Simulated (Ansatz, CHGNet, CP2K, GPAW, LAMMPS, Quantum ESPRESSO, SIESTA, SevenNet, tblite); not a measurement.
## CP2K on glassy 76SiO2-24K2O (mol %) (114 atoms): settings against a plane-wave reference

Wanted: CP2K inputs and outputs for glassy 76SiO2-24K2O (mol %) (114 atoms), checked against a plane-wave reference.

Main program and level: CP2K 2026.2; the method is named at each step.

### 1. The structure

The cell holds 114 atoms: 29 Si, 18 K and 67 O. Cell: a = 12.299 Å, b = 12.299 Å, c = 12.299 Å, α = 90.0°, β = 90.0°, γ = 90.0°. 114 atoms (29 Si, 18 K, 67 O) placed at random at 2.38 g/cm³, melted at 4000 K for 10 ps at fixed volume with the Morse and Coulomb pair potential with partial charges (Pedone, Malavasi, Menziani, Cormack and Segre, J. Phys. Chem. B 110, 11780 (2006)). Quenched from 4000 K to 300 K at 25 K/ps and fixed volume, held 10 ps at zero pressure, then minimised at fixed cell.

The yardstick, on the same geometry:

```
method                                           : Kohn-Sham DFT, PBE, SSSP efficiency 1.3.0 pseudopotentials, plane waves (Quantum ESPRESSO 7.5); sssp-pbe-1.3.0-efficiency, cutoffs 60/480 Ry, Γ point
r.m.s. force component                           : 1.009 eV/Å
longest force                                    : 3.909 eV/Å
pressure                                         : 4.747 GPa
gap (highest filled to lowest empty level) : 2.138 eV
time                                             : 8.2 min on 4 MPI ranks of Arm Neoverse V1, shared host
CPU time                                         : 33 min
```

### 2. PBE, DZVP-MOLOPT-SR, 600/50 Ry, OT DIIS

Method: Kohn-Sham DFT, PBE, GTH-PBE pseudopotentials, Gaussian and plane waves, DZVP-MOLOPT-SR-GTH, orbital transformation.

The input, input.inp:

```
&GLOBAL
  PROJECT cell
  RUN_TYPE ENERGY_FORCE
  PRINT_LEVEL LOW
&END GLOBAL
&FORCE_EVAL
  METHOD QS
  STRESS_TENSOR ANALYTICAL
  &DFT
    BASIS_SET_FILE_NAME BASIS_MOLOPT
    POTENTIAL_FILE_NAME GTH_POTENTIALS
    &MGRID
      CUTOFF 600
      REL_CUTOFF 50
      NGRIDS 5
    &END MGRID
    &QS
      EPS_DEFAULT 1.0E-12
    &END QS
    &SCF
      SCF_GUESS ATOMIC
      EPS_SCF 1.0E-06
      MAX_SCF 30
      &OT
        MINIMIZER DIIS
        PRECONDITIONER FULL_ALL
        ENERGY_GAP 0.001
      &END OT
      &OUTER_SCF
        EPS_SCF 1.0E-06
        MAX_SCF 8
      &END OUTER_SCF
      &PRINT
        &RESTART OFF
        &END RESTART
      &END PRINT
    &END SCF
    &XC
      &XC_FUNCTIONAL PBE
      &END XC_FUNCTIONAL
    &END XC
    &PRINT
      &MULLIKEN ON
      &END MULLIKEN
      &HIRSHFELD ON
        SHAPE_FUNCTION DENSITY
      &END HIRSHFELD
      &MO_CUBES
        NHOMO 1
        NLUMO 4
        WRITE_CUBE F
      &END MO_CUBES
    &END PRINT
  &END DFT
  &SUBSYS
    &CELL
      A 12.29903 0.00000 0.00000
      B 0.00000 12.29903 0.00000
      C 0.00000 0.00000 12.29903
    &END CELL
    &COORD
      SCALED
      Si 0.58402 0.63290 0.39146
      Si 0.11988 0.97684 0.33943
      Si 0.01006 0.78031 0.45872
      Si 0.36591 0.09351 0.61464
      Si 0.37912 0.46184 0.85818
      Si 0.16153 0.33148 0.86432
      Si 0.29324 0.14863 0.98352
      Si 0.50178 0.51206 0.19957
      Si 0.37832 0.69907 0.51213
      Si 0.99107 0.26535 0.68137
      Si 0.15704 0.16511 0.51194
      Si 0.11656 0.98429 0.08238
      Si 0.53787 0.14331 0.92262
      Si 0.74009 0.02777 0.42176
      Si 0.96990 0.50256 0.62246
      Si 0.41612 0.71433 0.90317
      Si 0.08145 0.37604 0.10278
      Si 0.48634 0.06862 0.38093
      Si 0.50068 0.28632 0.71075
      Si 0.44736 0.31965 0.06541
      Si 0.35437 0.86128 0.31699
      Si 0.63709 0.63760 0.01360
      Si 0.90095 0.47542 0.24439
      Si 0.44973 0.86901 0.69533
      Si 0.25833 0.76987 0.10202
      Si 0.24339 0.54605 0.21009
      Si 0.79856 0.66688 0.51439
      Si 0.70658 0.86876 0.63191
      Si 0.09491 0.54532 0.40891
      K 0.60005 0.88971 0.16630
      K 0.95846 0.00383 0.62373
      K 0.75227 0.34260 0.48288
      K 0.96517 0.24546 0.36784
      K 0.25780 0.41621 0.61018
      K 0.65422 0.24563 0.23403
      K 0.90246 0.11299 0.17496
      K 0.72242 0.14176 0.67101
      K 0.63049 0.53654 0.70385
      K 0.67814 0.86317 0.89736
      K 0.84522 0.05400 0.89287
      K 0.77753 0.78123 0.25670
      K 0.24962 0.20804 0.25986
      K 0.92590 0.75823 0.76832
      K 0.17066 0.68161 0.70858
      K 0.42348 0.35045 0.41657
      K 0.88101 0.47620 0.91542
      K 0.93745 0.73564 0.10199
      O 0.58394 0.31710 0.62266
      O 0.20636 0.66099 0.15614
      O 0.61560 0.07303 0.40045
      O 0.09339 0.36275 0.97111
      O 0.39632 0.79779 0.59987
      O 0.99994 0.48269 0.33905
      O 0.53896 0.24050 0.01592
      O 0.82496 0.37721 0.27198
      O 0.16547 0.85850 0.07880
[... 54 atom lines left out ...]
      O 0.97457 0.44808 0.13182
      O 0.20193 0.53006 0.33350
      O 0.87014 0.57152 0.56819
      O 0.07252 0.26570 0.16234
    &END COORD
    &KIND Si
      BASIS_SET DZVP-MOLOPT-SR-GTH-q4
      POTENTIAL GTH-PBE-q4
    &END KIND
    &KIND K
      BASIS_SET DZVP-MOLOPT-SR-GTH-q9
      POTENTIAL GTH-PBE-q9
    &END KIND
    &KIND O
      BASIS_SET DZVP-MOLOPT-SR-GTH-q6
      POTENTIAL GTH-PBE-q6
    &END KIND
  &END SUBSYS
  &PRINT
    &FORCES ON
    &END FORCES
    &STRESS_TENSOR ON
    &END STRESS_TENSOR
  &END PRINT
&END FORCE_EVAL
```

The run is started by

```console
> OMP_NUM_THREADS=1 mpirun -np 4 cp2k.psmp -i input.inp > output.txt
```

The program printed:

```text
CP2K| version string:                                       CP2K version 2026.2
 CP2K| Input file name                                                 input.inp
 GLOBAL| Basis set file name                                        BASIS_MOLOPT
 GLOBAL| Potential file name                                      GTH_POTENTIALS
 GLOBAL| Run type                                                   ENERGY_FORCE
 GLOBAL| Total number of message passing processes                             4
 GLOBAL| Number of threads for this process                                    1
 TOTAL NUMBERS AND MAXIMUM NUMBERS
  Total number of            - Atomic kinds:                                   3
                             - Atoms:                                        114
                             - Shell sets:                                   114
                             - Shells:                                       588
                             - Primitive Cartesian functions:                559
                             - Cartesian basis functions:                   1614
                             - Spherical basis functions:                   1500
  Maximum angular momentum of- Orbital basis functions:                        2
                             - Local part of the GTH pseudopotential:          2
                             - Non-local part of the GTH pseudopotential:      3
 SCF PARAMETERS         Density guess:                                    ATOMIC
                        max_scf:                                              30
                        eps_scf:                                        1.00E-06
                        Outer loop SCF in use
                        eps_scf                                         1.00E-06
                        max_scf                                                8
 Extrapolation method: initial_guess
 Number of electrons:                                                        680
[... lines left out ...]
  Step     Update method      Time    Convergence         Total energy    Change
[... lines left out ...]
  Total energy:                                             -1702.433309
[... lines left out ...]
                                         using   7 DIIS vectors
                                         safer DIIS on
  Preconditioner : FULL_ALL            : diagonalization, state selective
  Precond_solver : DEFAULT
  stepsize       :    0.15000000                  energy_gap     :    0.00100000
  eps_taylor     :   0.10000E-15                  max_taylor     :             4
  ----------------------------------- OT ---------------------------------------
  Step     Update method      Time    Convergence         Total energy    Change
[...]
4 OT DIIS     0.15E+00    6.0     0.00000155     -1702.4343898117 -1.01E-05
     5 OT DIIS     0.15E+00    6.0     0.00000069     -1702.4343898537 -4.21E-08
  *** SCF run converged in     5 steps ***
  Electronic density on regular grids:       -680.0000000000        0.0000000000
  Core density on regular grids:              679.9999999996       -0.0000000004
  Total charge density on r-space grids:       -0.0000000004
  Total charge density g-space grids:          -0.0000000004
  Overlap energy of the core charge distribution:               1.92918e-06
  Self energy of the core charge distribution:              -4107.973171
  Core Hamiltonian energy:                                   1120.580751
  Hartree energy:                                            1641.441837
  Exchange-correlation energy:                               -356.483808
  Total energy:                                             -1702.434390
  outer SCF iter =    2 RMS gradient =   0.69E-06 energy =      -1702.4343898537
  outer SCF loop converged in   2 iterations or   35 steps
 !-----------------------------------------------------------------------------!
                     Mulliken Population Analysis
 #  Atom  Element  Kind  Atomic population                           Net charge
       1     Si       1          3.287520                              0.712480
       2     Si       1          3.224590                              0.775410
       3     Si       1          3.262436                              0.737564
[...]
113     O        3          6.484984                             -0.484984
     114     O        3          6.641022                             -0.641022
 # Total charge                            680.000000                 -0.000000
 !-----------------------------------------------------------------------------!
 !-----------------------------------------------------------------------------!
                           Hirshfeld Charges
  #Atom  Element  Kind  Ref Charge     Population                    Net charge
      1       Si     1       4.000          3.529                         0.471
      2       Si     1       4.000          3.448                         0.552
      3       Si     1       4.000          3.513                         0.487
[...]
113       O      3       6.000          6.256                        -0.256
    114       O      3       6.000          6.462                        -0.462
  Total Charge                                                           -0.000
 !-----------------------------------------------------------------------------!
  Eigenvalues of the occupied subspace spin            1
      -1.02347487     -1.01710871     -1.01616137     -1.00767952
      -1.00467402     -1.00086353     -0.99918021     -0.99670772
      -0.99397257     -0.99376247     -0.98687212     -0.98362068
[...]
0.09877854      0.10437476      0.11495038      0.12182489
 Fermi Energy [eV] :    3.315024
  Using OT eigensolver for additional unoccupied orbitals spin            1
  Lowest Eigenvalues of the unoccupied subspace spin            1
 OT| Eigensolver reached convergence in 247 iterations
       0.19619457      0.22668060      0.23966528      0.25399348
 HOMO - LUMO gap [eV] :    2.023702
 ENERGY| Total FORCE_EVAL ( QS ) energy [hartree]          -1702.434390
 FORCES| Atomic forces [hartree/bohr]
 FORCES|   Atom     x               y               z               |f|
 FORCES|      1 -2.95595674E-02  5.19431572E-02 -9.56249000E-03   6.05252081E-02
 FORCES|      2  3.98786107E-02 -3.32722643E-02  1.04294775E-02   5.29728342E-02
 FORCES|      3  7.02891824E-03 -2.47536156E-02  3.26738211E-02   4.15899720E-02
[...]
FORCES|    113 -2.28236302E-02 -1.74203582E-02  1.66397341E-03   2.87603161E-02
 FORCES|    114 -1.80084827E-03 -4.05233018E-02  1.43968914E-02   4.30424387E-02
 FORCES| Sum    -9.73186862E-03 -3.25290276E-03 -9.53026471E-03
 FORCES| Total atomic force                                       1.40041633E-02
 STRESS| Analytical stress tensor [bar]
 STRESS|                        x                   y                   z
 STRESS|      x        4.93891407505E+04  -9.01972046011E+03   6.49430836623E+03
 STRESS|      y       -9.01972046011E+03   4.30526913009E+04   1.87128750330E+03
 STRESS|      z        6.49430836623E+03   1.87128750330E+03   4.72228105646E+04
 STRESS| 1/3 Trace                                             4.65548808720E+04
```

It took 3.9 min on 4 MPI ranks of Arm Neoverse V1, shared host; peak memory 4.5 GiB; 15 min of CPU time.

Banners and routine set-up lines are dropped from the logs; longer cuts are marked.

Numbers from this run, and their distance from the reference:

| Quantity | Value |
| --- | --- |
| r.m.s. force component | 0.9905 eV/Å |
| r.m.s. difference of force components | 129.9 meV/Å |
| longest difference of force vectors | 640.4 meV/Å |
| force difference over r.m.s. force | 12.88 % |
| slope of forces against the reference's | 0.9738 |
| correlation of force components | 0.9917 |
| gap (highest filled to lowest empty level) | 2.024 eV |
| gap difference | -0.1144 eV |
| pressure | 4.655 GPa |
| pressure difference | -0.0912 GPa |

Length of the force difference by element (eV/Å):

| element | atoms | mean | most |
| --- | --- | --- | --- |
| K | 18 | 0.056 | 0.11 |
| O | 67 | 0.17 | 0.38 |
| Si | 29 | 0.29 | 0.64 |

A closer look about Si20, which bears the longest force: 10 atoms, nearest first, numbered in the order of the input, with positions taken from that point.

| atom | x | y | z | distance (Å) | bonds | Hirshfeld charge (e) | Fx | Fy | Fz (eV/Å) |
| --- | --- | --- | --- | --- | --- | --- | --- | --- | --- |
| Si20 | 0.00 | 0.00 | 0.00 | 0.00 | 4 | 0.54 | -1.31 | -0.54 | -3.42 |
| O108 | 0.51 | 0.79 | 1.26 | 1.57 | 4 | -0.26 | 0.86 | -0.81 | 1.98 |
| O54 | 1.13 | -0.97 | -0.61 | 1.61 | 3 | -0.29 | 1.76 | 0.24 | 0.93 |
| O64 | -1.32 | -0.95 | 0.05 | 1.62 | 3 | -0.28 | -0.84 | 0.01 | 1.53 |
| O73 | -0.37 | 1.13 | -1.13 | 1.64 | 2 | -0.28 | 0.21 | 0.69 | 0.45 |
| Si8 | 0.67 | 2.37 | 1.65 | 2.96 | 4 | 0.56 | -0.59 | 1.74 | -1.11 |
| Si13 | 1.11 | -2.17 | -1.76 | 3.00 | 4 | 0.48 | -2.99 | 1.91 | 0.03 |
| Si7 | -1.90 | -2.10 | -1.01 | 3.01 | 4 | 0.55 | 1.64 | 1.77 | -0.37 |
| O71 | -0.49 | -2.62 | -1.63 | 3.13 | 2 | -0.30 | -0.36 | -1.34 | -0.56 |
| Si5 | -0.84 | 1.75 | -2.55 | 3.20 | 4 | 0.55 | 0.33 | -1.81 | 1.64 |

Forces lie 13 % from the reference's, at 0.47 times its CPU time.

The forces add up to 0.72 eV/Å instead of zero, usually a sign of too coarse a grid.

### 3. PBE, SZV-MOLOPT-SR, 600/50 Ry, OT DIIS

Method: Kohn-Sham DFT, PBE, GTH-PBE pseudopotentials, Gaussian and plane waves, SZV-MOLOPT-SR-GTH, orbital transformation.

input.inp, as its differences from that of step 2:

```diff
@@ -60,8 +60,8 @@
     &END CELL
-    &COORD
-      SCALED
-[... 114 atom lines left out: the same atoms as in the first run ...]
-    &END COORD
+    &TOPOLOGY
+      COORD_FILE_NAME structure.xyz
+      COORD_FILE_FORMAT XYZ
+    &END TOPOLOGY
     &KIND Si
-      BASIS_SET DZVP-MOLOPT-SR-GTH-q4
+      BASIS_SET SZV-MOLOPT-SR-GTH-q4
       POTENTIAL GTH-PBE-q4
@@ -69,3 +69,3 @@
     &KIND K
-      BASIS_SET DZVP-MOLOPT-SR-GTH-q9
+      BASIS_SET SZV-MOLOPT-SR-GTH-q9
       POTENTIAL GTH-PBE-q9
@@ -73,3 +73,3 @@
     &KIND O
-      BASIS_SET DZVP-MOLOPT-SR-GTH-q6
+      BASIS_SET SZV-MOLOPT-SR-GTH-q6
       POTENTIAL GTH-PBE-q6
```

The input, structure.xyz:

```xyz
114

Si 7.18288 7.78406 4.81458
Si 1.47441 12.01418 4.17466
Si 0.12373 9.59706 5.64181
Si 4.50034 1.15008 7.55948
Si 4.66281 5.68018 10.55478
Si 1.98666 4.07688 10.63030
Si 3.60657 1.82800 12.09634
Si 6.17141 6.29784 2.45452
Si 4.65297 8.59788 6.29870
Si 12.18920 3.26355 8.38019
Si 1.93144 2.03069 6.29637
Si 1.43357 12.10581 1.01319
Si 6.61528 1.76257 11.34733
Si 9.10239 0.34154 5.18724
Si 11.92883 6.18100 7.65565
Si 5.11787 8.78557 11.10811
Si 1.00176 4.62493 1.26409
Si 5.98151 0.84396 4.68507
Si 6.15788 3.52146 8.74154
Si 5.50209 3.93138 0.80448
[... 90 atom lines left out ...]
O 11.98627 5.51095 1.62126
O 2.48354 6.51922 4.10173
O 10.70188 7.02914 6.98819
O 0.89193 3.26785 1.99662
```

The run is started by

```console
> OMP_NUM_THREADS=2 cp2k.psmp -i input.inp > output.txt
```

The program printed:

```text
CP2K| version string:                                       CP2K version 2026.2
 CP2K| Input file name                                                 input.inp
 GLOBAL| Basis set file name                                        BASIS_MOLOPT
 GLOBAL| Potential file name                                      GTH_POTENTIALS
 GLOBAL| Run type                                                   ENERGY_FORCE
 GLOBAL| Total number of message passing processes                             1
 GLOBAL| Number of threads for this process                                    2
[... lines left out ...]
 Number of electrons:                                                        680
[... lines left out ...]
  Step     Update method      Time    Convergence         Total energy    Change
[... lines left out ...]
  Total energy:                                             -1693.942949
[... lines left out ...]
  Step     Update method      Time    Convergence         Total energy    Change
[... lines left out ...]
  *** SCF run converged in     6 steps ***
[... lines left out ...]
  Total energy:                                             -1693.943780
[... lines left out ...]
  outer SCF loop converged in   2 iterations or   36 steps
[... lines left out ...]
 Fermi Energy [eV] :    5.704405
  Using OT eigensolver for additional unoccupied orbitals spin            1
  Lowest Eigenvalues of the unoccupied subspace spin            1
 OT| Eigensolver reached convergence in 85 iterations
       0.23670679      0.28111905      0.29088796      0.31479804
 HOMO - LUMO gap [eV] :    0.736714
 ENERGY| Total FORCE_EVAL ( QS ) energy [hartree]          -1693.943780
 FORCES| Atomic forces [hartree/bohr]
 FORCES|   Atom     x               y               z               |f|
 FORCES|      1 -1.91484354E-02  3.18052390E-02  7.79179340E-04   3.71327743E-02
 FORCES|      2  2.91275968E-02 -2.27386149E-02  1.29635951E-02   3.91601367E-02
 FORCES|      3  7.52968211E-03 -1.42674888E-02  3.40028336E-03   1.64869426E-02
[...]
FORCES|    113 -2.84957572E-02 -2.54134143E-02  1.71461129E-03   3.82202786E-02
 FORCES|    114 -8.83071990E-03 -1.06089023E-01  5.31292648E-02   1.18977229E-01
 FORCES| Sum    -1.08366049E-02 -5.30277598E-03 -1.10043808E-02
 FORCES| Total atomic force                                       1.63293550E-02
 STRESS| Analytical stress tensor [bar]
 STRESS|                        x                   y                   z
 STRESS|      x        2.14288533814E+05  -2.32001753257E+03   1.30374418056E+03
 STRESS|      y       -2.32001753257E+03   2.14833131344E+05  -4.72948588542E+02
 STRESS|      z        1.30374418056E+03  -4.72948588542E+02   2.12924942004E+05
 STRESS| 1/3 Trace                                             2.14015535721E+05
```

Run time: 5.1 min. Hardware: 2 threads; peak memory 2.6 GiB; 9.4 min of CPU time.

Against the reference:

```
r.m.s. force component                           : 1.805 eV/Å
r.m.s. difference of force components            : 974 meV/Å
longest difference of force vectors              : 3975 meV/Å
force difference over r.m.s. force               : 96.55 %
slope of forces against the reference's          : 1.635
correlation of force components                  : 0.9136
gap (highest filled to lowest empty level) : 0.7367 eV
gap difference                                   : -1.401 eV
pressure                                         : 21.4 GPa
pressure difference                              : 16.65 GPa
```

This is a coarse setting, run to see what it loses.

Against the first run (13 %), the force difference from the reference is 97 %, at 0.61 times the CPU time (on 2 against 4 cores), with 474 basis functions against 1500: the smaller basis costs accuracy.

The forces add up to 0.84 eV/Å instead of zero, usually a sign of too coarse a grid.

(Continued in part 2 of 2.)

[Long decimals in the printed logs are rounded to 6 places.]

[Also dropped from logs without a mark: lines with file paths, logging warnings of Python, QE's lines on negative density and diagonalisation, SIESTA's first energy breakdown, zero terms and Voronoi charges.]

[Logs are printed without paths, hosts, clocks, repeated set-up lines and the standing remarks that a program may print on its own settings, such as how far it seeks lower states.]

[Hosts, paths, dates, database ids (printed as entryN), source tags and the programs' standing remarks are cut or masked in the printed files.]

[Most failed runs of this program on this cell are left out, timed-out ones always.]
